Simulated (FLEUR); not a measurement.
# MnPt: parallel and opposed starts

Does MnPt prefer parallel or opposed moments?

Program: FLEUR MaX-R8.1. Level of theory: LDA (VWN); all-electron FLAPW, Dirac cores, scalar-relativistic bands. Results are calculated unless marked as measured.

Most raw output is cut from this account.

## 1. Set-up

The structure is tetragonal, space group P4/mmm (No. 123). Conventional cell: a = 2.830 Å, b = 2.830 Å, c = 3.660 Å, α = 90.00°, β = 90.00°, γ = 90.00°. Nearest to Mn lie 8 Pt at 2.71 Å and 4 Mn at 2.83 Å. Nearest to Pt lie 8 Mn at 2.71 Å and 4 Pt at 2.83 Å. Farther neighbours are not listed.

Structure file:

```
Mn Pt
1.0
     2.83000    0.00000    0.00000
     0.00000    2.83000    0.00000
     0.00000    0.00000    3.66000
Mn Pt
1 1
Cartesian
  0.0000 0.0000 0.0000
  1.4150 1.4150 1.8300
```

## 2. Start 1: ferro +

The parallel start comes first: it shows whether parallel moments hold.

inpgen writes inp.xml from crystal.txt; cutoffs, mixing, functional, smearing and local orbitals are then set in the file. The k list default-1 (kpts.xml, not shown) is a Γ-centred 10×10×10 mesh; where the ranks do not divide the number of points, some are split in two of half the weight.

File inp.xml:

```
<?xml version="1.0" encoding="UTF-8" standalone="no"?>
<fleurInput fleurInputVersion="0.39">
   <comment>
      MnPt
   </comment>
   <calculationSetup>
      <cutoffs Kmax="3.6" Gmax="10.8" GmaxXC="10.8" numbands="0"/>
      <scfLoop itmax="90" minDistance="0.00002" maxIterBroyd="15" imix="Anderson" alpha="0.05" precondParam="0.0" spinf="2.0" sdNocoIR="T"/>
      <coreElectrons ctail="T" frcor="F" kcrel="0" coretail_lmax="0"/>
      <xcFunctional name="vwn" relativisticCorrections="F"/>
      <magnetism jspins="2"/>
      <soc l_soc="F" theta="0.0" phi="0.0" spav="F"/>
      <expertModes spex="0" secvar="F"/>
      <geometryOptimization l_f="F" forcealpha="1.0" forcemix="BFGS" epsdisp="0.00001" epsforce="0.00001"/>
      <ldaU l_linMix="F" mixParam="0.05" spinf="1.0"/>
   </calculationSetup>
   <cell>
      <bzIntegration valenceElectrons="31.0" mode="hist" fermiSmearingEnergy="0.00110248">
         <kPointListSelection listName="default-1"/>
         <xi:include xmlns:xi="http://www.w3.org/2001/XInclude" href="kpts.xml"> </xi:include>
      </bzIntegration>
      <xi:include xmlns:xi="http://www.w3.org/2001/XInclude" href="sym.xml"> </xi:include>
      <bulkLattice scale="1.0">
         <bravaisMatrix>
            <row-1>    5.3479249326179996     0.0000000000000000     0.0000000000000000</row-1>
            <row-2>    0.0000000000000000     5.3479249326179996     0.0000000000000000</row-2>
            <row-3>    0.0000000000000000     0.0000000000000000     6.9163976160359999</row-3>
         </bravaisMatrix>
      </bulkLattice>
   </cell>
   <atomSpecies>
      <species name="Manganese 3.500" element="Mn" atomicNumber="25">
         <mtSphere radius="2.5" gridPoints="827" logIncrement="0.015"/>
         <atomicCutoffs lmax="10" lnonsphr="8"/>
         <electronConfig flipSpins="F">
            <coreConfig>(1s1/2) (2s1/2) (2p1/2) (2p3/2)</coreConfig>
            <valenceConfig>(3s1/2) (3p1/2) (3p3/2) (4s1/2) (3d3/2) (3d5/2)</valenceConfig>
            <stateOccupation state="(3d3/2)" spinUp="1.25" spinDown="0.75"/>
            <stateOccupation state="(3d5/2)" spinUp="3.0" spinDown="0.0"/>
         </electronConfig>
         <energyParameters s="4" p="4" d="3" f="4"/>
         <lo type="SCLO" l="0" n="3" eDeriv="0"/>
         <lo type="SCLO" l="1" n="3" eDeriv="0"/>
      </species>
      <species name="Platinum (Pt)" element="Pt" atomicNumber="78">
         <mtSphere radius="2.5" gridPoints="827" logIncrement="0.016"/>
         <atomicCutoffs lmax="10" lnonsphr="8"/>
         <electronConfig flipSpins="F">
            <coreConfig>(1s1/2) (2s1/2) (2p1/2) (2p3/2) (3s1/2) (3p1/2) (3p3/2) (4s1/2) (3d3/2) (3d5/2) (4p1/2) (4p3/2) (5s1/2) (4d3/2) (4d5/2) (4f5/2) (4f7/2)</coreConfig>
            <valenceConfig>(5p1/2) (5p3/2) (6s1/2) (5d3/2) (5d5/2)</valenceConfig>
            <stateOccupation state="(6s1/2)" spinUp="0.500000" spinDown="0.500000"/>
            <stateOccupation state="(5d3/2)" spinUp="1.800000" spinDown="1.800000"/>
            <stateOccupation state="(5d5/2)" spinUp="2.700000" spinDown="2.700000"/>
         </electronConfig>
         <energyParameters s="6" p="6" d="5" f="5"/>
         <lo type="SCLO" l="1" n="5" eDeriv="0"/>
      </species>
   </atomSpecies>
   <atomGroups>
      <atomGroup species="Manganese 3.500">
         <relPos label="                   1">.0000000000 .0000000000 .0000000000</relPos>
         <force calculate="T" relaxXYZ="TTT"/>
      </atomGroup>
      <atomGroup species="Platinum (Pt)">
         <relPos label="                   2">1.000/2.000 1.000/2.000 1.000/2.000</relPos>
         <force calculate="T" relaxXYZ="TTT"/>
      </atomGroup>
   </atomGroups>
   <output dos="F" band="F" slice="F">
      <bandDOS minEnergy="-.5*Htr" maxEnergy="0.5*Htr" sigma="0.015" storeEVData="T"/>
      <plotting iplot="0" polar="F">
         <plot TwoD="T" vec1="  1.0  0.0  0.0" vec2="  0.0  1.0  0.0" vec3="  0.0  0.0  1.0" zero="  0.0  0.0  0.0" file="plot"/>
      </plotting>
      <moessbauerParams electricFieldGradient="F" isomerShift="F" coreHyperfine="F" valenceHyperfine="F"/>
   </output>
</fleurInput>
```

File crystal.txt:

```
MnPt
&input film=F cartesian=F /
2.83000000000  0.00000000000  0.00000000000
0.00000000000  2.83000000000  0.00000000000
0.00000000000  0.00000000000  3.66000000000
1.8897261246
1.0 1.0 1.0

2
25 0.00000000000  0.00000000000  0.00000000000 : 3.500
78 0.50000000000  0.50000000000  0.50000000000

&kpt div1=10 div2=10 div3=10 gamma=T /
```

Launch:

```console
$ OMP_NUM_THREADS=1 inpgen -f crystal.txt > inpgen.log  # inp.xml is then edited as shown
$ OMP_NUM_THREADS=1 mpirun -n 4 fleur_MPI > fleur.log
```

Elapsed: 27 s, on 4 MPI ranks of Intel Xeon Platinum 8488C (Sapphire Rapids), shared host; peak memory 0.25 GiB; 1.8 min of CPU time.

This step gave:

```
free energy                                                       : -533153.8403 eV
program's band gap on this mesh (in a metal only a level spacing) : 8.56e-4 eV
magnetization                                                     : 4.154 μB
final state                                                       : ferromagnetic
largest moment                                                    : 3.718 μB
```

After 25 cycles the largest moment stands at 3.72 μB.

## 3. Run 2 (antiferro q=(1/2,1/2,0) +-)

An opposed order shows whether neighbours prefer unlike signs.

This order needs a doubled cell of 4 atoms. The mesh is halved along the doubled vector, so that both cells sample the same points. The k list default-1 (kpts.xml, not shown) is a Γ-centred 5×10×10 mesh.

inp.xml: that of step 2 with these lines changed.

```diff
@@ -17,3 +17,3 @@
    <cell>
-      <bzIntegration valenceElectrons="31.0" mode="hist" fermiSmearingEnergy="0.00110248">
+      <bzIntegration valenceElectrons="62.0" mode="hist" fermiSmearingEnergy="0.00110248">
          <kPointListSelection listName="default-1"/>
@@ -24,4 +24,4 @@
          <bravaisMatrix>
-            <row-1>    5.3479249326179996     0.0000000000000000     0.0000000000000000</row-1>
-            <row-2>    0.0000000000000000     5.3479249326179996     0.0000000000000000</row-2>
+            <row-1>   10.6958498652359992     0.0000000000000000     0.0000000000000000</row-1>
+            <row-2>    5.3479249326179996     5.3479249326179996     0.0000000000000000</row-2>
             <row-3>    0.0000000000000000     0.0000000000000000     6.9163976160359999</row-3>
@@ -39,2 +39,15 @@
             <stateOccupation state="(3d5/2)" spinUp="3.0" spinDown="0.0"/>
+         </electronConfig>
+         <energyParameters s="4" p="4" d="3" f="4"/>
+         <lo type="SCLO" l="0" n="3" eDeriv="0"/>
+         <lo type="SCLO" l="1" n="3" eDeriv="0"/>
+      </species>
+      <species name="Manganese -3.500" element="Mn" atomicNumber="25">
+         <mtSphere radius="2.5" gridPoints="827" logIncrement="0.015"/>
+         <atomicCutoffs lmax="10" lnonsphr="8"/>
+         <electronConfig flipSpins="F">
+            <coreConfig>(1s1/2) (2s1/2) (2p1/2) (2p3/2)</coreConfig>
+            <valenceConfig>(3s1/2) (3p1/2) (3p3/2) (4s1/2) (3d3/2) (3d5/2)</valenceConfig>
+            <stateOccupation state="(3d3/2)" spinUp="0.75" spinDown="1.25"/>
+            <stateOccupation state="(3d5/2)" spinUp="0.0" spinDown="3.0"/>
          </electronConfig>
@@ -63,4 +76,9 @@
       </atomGroup>
+      <atomGroup species="Manganese -3.500">
+         <relPos label="                   2">1.000/2.000 .0000000000 .0000000000</relPos>
+         <force calculate="T" relaxXYZ="TTT"/>
+      </atomGroup>
       <atomGroup species="Platinum (Pt)">
-         <relPos label="                   2">1.000/2.000 1.000/2.000 1.000/2.000</relPos>
+         <relPos label="                   3">.0000000000 1.000/2.000 1.000/2.000</relPos>
+         <relPos label="                   4">1.000/2.000 1.000/2.000 1.000/2.000</relPos>
          <force calculate="T" relaxXYZ="TTT"/>
```

File crystal.txt:

```
MnPt
&input film=F cartesian=F /
5.66000000000  0.00000000000  0.00000000000
2.83000000000  2.83000000000  0.00000000000
0.00000000000  0.00000000000  3.66000000000
1.8897261246
1.0 1.0 1.0

4
25 0.00000000000  0.00000000000  0.00000000000 : 3.500
25 0.50000000000  0.00000000000  0.00000000000 : -3.500
78 0.00000000000  0.50000000000  0.50000000000
78 0.50000000000  0.50000000000  0.50000000000

&kpt div1=5 div2=10 div3=10 gamma=T /
```

The job ended after 89 s (4 MPI ranks; peak memory 0.39 GiB; 5.9 min of CPU time).

Spin moment in the muffin-tin sphere by atom:

```
atom  spin moment in the muffin-tin sphere (μB)
 Mn1                                       3.65
 Mn2                                      -3.65
 Pt3                                       0.00
 Pt4                                       0.00
```

Read from the output:

| Property | Result |
| --- | --- |
| free energy | -1066308.3922 eV |
| program's band gap on this mesh (in a metal only a level spacing) | 0 eV |
| magnetization | 0 μB |
| final state | antiferromagnetic |

It lies 356 meV a seeded atom under the first start, and its largest moment is 3.65 μB against 3.72 μB.

## 4. Run 3 (antiferro q=(0,0,1/2) +-)

Another pattern of signs weighs the neighbour shells otherwise.

The cell is doubled to 4 atoms to hold this order. The mesh is halved along the doubled vector, so that both cells sample the same points. The k list default-1 (kpts.xml, not shown) is a Γ-centred 10×10×5 mesh.

inp.xml: that of step 3 with these lines changed.

```diff
@@ -24,5 +24,5 @@
          <bravaisMatrix>
-            <row-1>   10.6958498652359992     0.0000000000000000     0.0000000000000000</row-1>
-            <row-2>    5.3479249326179996     5.3479249326179996     0.0000000000000000</row-2>
-            <row-3>    0.0000000000000000     0.0000000000000000     6.9163976160359999</row-3>
+            <row-1>    5.3479249326179996     0.0000000000000000     0.0000000000000000</row-1>
+            <row-2>    0.0000000000000000     5.3479249326179996     0.0000000000000000</row-2>
+            <row-3>    0.0000000000000000     0.0000000000000000    13.8327952320719998</row-3>
          </bravaisMatrix>
@@ -77,3 +77,3 @@
       <atomGroup species="Manganese -3.500">
-         <relPos label="                   2">1.000/2.000 .0000000000 .0000000000</relPos>
+         <relPos label="                   2">.0000000000 .0000000000 1.000/2.000</relPos>
          <force calculate="T" relaxXYZ="TTT"/>
@@ -81,4 +81,4 @@
       <atomGroup species="Platinum (Pt)">
-         <relPos label="                   3">.0000000000 1.000/2.000 1.000/2.000</relPos>
-         <relPos label="                   4">1.000/2.000 1.000/2.000 1.000/2.000</relPos>
+         <relPos label="                   3">1.000/2.000 1.000/2.000 1.000/4.000</relPos>
+         <relPos label="                   4">1.000/2.000 1.000/2.000 -1.000/4.000</relPos>
          <force calculate="T" relaxXYZ="TTT"/>
```

File crystal.txt:

```
MnPt
&input film=F cartesian=F /
2.83000000000  0.00000000000  0.00000000000
0.00000000000  2.83000000000  0.00000000000
0.00000000000  0.00000000000  7.32000000000
1.8897261246
1.0 1.0 1.0

4
25 0.00000000000  0.00000000000  0.00000000000 : 3.500
25 0.00000000000  0.00000000000  0.50000000000 : -3.500
78 0.50000000000  0.50000000000  0.25000000000
78 0.50000000000  0.50000000000  0.75000000000

&kpt div1=10 div2=10 div3=5 gamma=T /
```

The job ended after 47 s (4 MPI ranks; peak memory 0.34 GiB).

Spin moment in the muffin-tin sphere by atom:

| atom | spin moment in the muffin-tin sphere (μB) |
| --- | --- |
| Mn1 | 3.65 |
| Mn2 | -3.65 |
| Pt3 | 0.00 |
| Pt4 | 0.00 |

This step gave:

```yaml
free_energy: -1066307.8085 eV
program_s_band_gap_on_this_mesh_in_a_metal_only_a_level_spacing: 0 eV
magnetization: 0 μB
final_state: antiferromagnetic
```

It lies 63.9 meV a seeded atom under the first start, and its largest moment is 3.65 μB against 3.72 μB.

## 5. Order 4, typed as no spin polarisation

Without spin polarisation no moment can form, so the difference from the other runs is what forming moments gains.

The k list default-1 (kpts.xml, not shown) is a Γ-centred 10×10×10 mesh.

inp.xml: that of step 4 with these lines changed.

```diff
@@ -10,3 +10,3 @@
       <xcFunctional name="vwn" relativisticCorrections="F"/>
-      <magnetism jspins="2"/>
+      <magnetism jspins="1"/>
       <soc l_soc="F" theta="0.0" phi="0.0" spav="F"/>
@@ -17,3 +17,3 @@
    <cell>
-      <bzIntegration valenceElectrons="62.0" mode="hist" fermiSmearingEnergy="0.00110248">
+      <bzIntegration valenceElectrons="31.0" mode="hist" fermiSmearingEnergy="0.00110248">
          <kPointListSelection listName="default-1"/>
@@ -26,3 +26,3 @@
             <row-2>    0.0000000000000000     5.3479249326179996     0.0000000000000000</row-2>
-            <row-3>    0.0000000000000000     0.0000000000000000    13.8327952320719998</row-3>
+            <row-3>    0.0000000000000000     0.0000000000000000     6.9163976160359999</row-3>
          </bravaisMatrix>
@@ -31,3 +31,3 @@
    <atomSpecies>
-      <species name="Manganese 3.500" element="Mn" atomicNumber="25">
+      <species name="Manganese (Mn)" element="Mn" atomicNumber="25">
          <mtSphere radius="2.5" gridPoints="827" logIncrement="0.015"/>
@@ -37,17 +37,4 @@
             <valenceConfig>(3s1/2) (3p1/2) (3p3/2) (4s1/2) (3d3/2) (3d5/2)</valenceConfig>
-            <stateOccupation state="(3d3/2)" spinUp="1.25" spinDown="0.75"/>
-            <stateOccupation state="(3d5/2)" spinUp="3.0" spinDown="0.0"/>
-         </electronConfig>
-         <energyParameters s="4" p="4" d="3" f="4"/>
-         <lo type="SCLO" l="0" n="3" eDeriv="0"/>
-         <lo type="SCLO" l="1" n="3" eDeriv="0"/>
-      </species>
-      <species name="Manganese -3.500" element="Mn" atomicNumber="25">
-         <mtSphere radius="2.5" gridPoints="827" logIncrement="0.015"/>
-         <atomicCutoffs lmax="10" lnonsphr="8"/>
-         <electronConfig flipSpins="F">
-            <coreConfig>(1s1/2) (2s1/2) (2p1/2) (2p3/2)</coreConfig>
-            <valenceConfig>(3s1/2) (3p1/2) (3p3/2) (4s1/2) (3d3/2) (3d5/2)</valenceConfig>
-            <stateOccupation state="(3d3/2)" spinUp="0.75" spinDown="1.25"/>
-            <stateOccupation state="(3d5/2)" spinUp="0.0" spinDown="3.0"/>
+            <stateOccupation state="(3d3/2)" spinUp="1.000000" spinDown="1.000000"/>
+            <stateOccupation state="(3d5/2)" spinUp="1.500000" spinDown="1.500000"/>
          </electronConfig>
@@ -72,3 +59,3 @@
    <atomGroups>
-      <atomGroup species="Manganese 3.500">
+      <atomGroup species="Manganese (Mn)">
          <relPos label="                   1">.0000000000 .0000000000 .0000000000</relPos>
@@ -76,9 +63,4 @@
       </atomGroup>
-      <atomGroup species="Manganese -3.500">
-         <relPos label="                   2">.0000000000 .0000000000 1.000/2.000</relPos>
-         <force calculate="T" relaxXYZ="TTT"/>
-      </atomGroup>
       <atomGroup species="Platinum (Pt)">
-         <relPos label="                   3">1.000/2.000 1.000/2.000 1.000/4.000</relPos>
-         <relPos label="                   4">1.000/2.000 1.000/2.000 -1.000/4.000</relPos>
+         <relPos label="                   2">1.000/2.000 1.000/2.000 1.000/2.000</relPos>
          <force calculate="T" relaxXYZ="TTT"/>
```

File crystal.txt:

```
MnPt
&input film=F cartesian=F /
2.83000000000  0.00000000000  0.00000000000
0.00000000000  2.83000000000  0.00000000000
0.00000000000  0.00000000000  3.66000000000
1.8897261246
1.0 1.0 1.0

2
25 0.00000000000  0.00000000000  0.00000000000
78 0.50000000000  0.50000000000  0.50000000000

&kpt div1=10 div2=10 div3=10 gamma=T /
```

Run time: 13 s. Hardware: 4 MPI ranks; peak memory 0.21 GiB.

Read from the output:

| Property | Result |
| --- | --- |
| free energy | -533153.1748 eV |
| program's band gap on this mesh (in a metal only a level spacing) | 0.001675 eV |
| final state | non-magnetic (no spin polarisation) |

It lies 666 meV a seeded atom over the first start.

## 6. The states side by side

Free energies are divided by the number of seeded atoms, so that cells of unlike size compare. Wavevectors q in the names are fractions of the primitive cell's reciprocal vectors.

Orders:

```csv
start,final state,typed order kept,energy over the lowest (meV a seeded atom),largest sphere moment (μB),net moment (μB a primitive cell),mesh matched,CPU time (s)
ferro +,ferromagnetic,yes,355.8,3.718,4.154,yes,106.7
"antiferro q=(1/2,1/2,0) +-",antiferromagnetic,yes,0,3.649,0,yes,353.4
"antiferro q=(0,0,1/2) +-",antiferromagnetic,yes,291.9,3.655,0,yes,187.6
no spin polarisation,non-magnetic,-,1021,0,0,yes,52.05
```

[end of part 1 of 2]

[Logs and program files are shortened in this print: banners, set-up blocks, solver, clock and traceback lines can be left out without a mark of their own.]

[Logs are printed without paths, hosts, clocks, repeated set-up lines and the standing remarks that a program may print on its own settings, such as how far it seeks lower states.]

[Hosts, paths, dates, database ids (printed as entryN), source tags and the programs' standing remarks are cut or masked in the printed files.]

[Where a cell is said to come from a database of computed structures, the database is the Materials Project.]
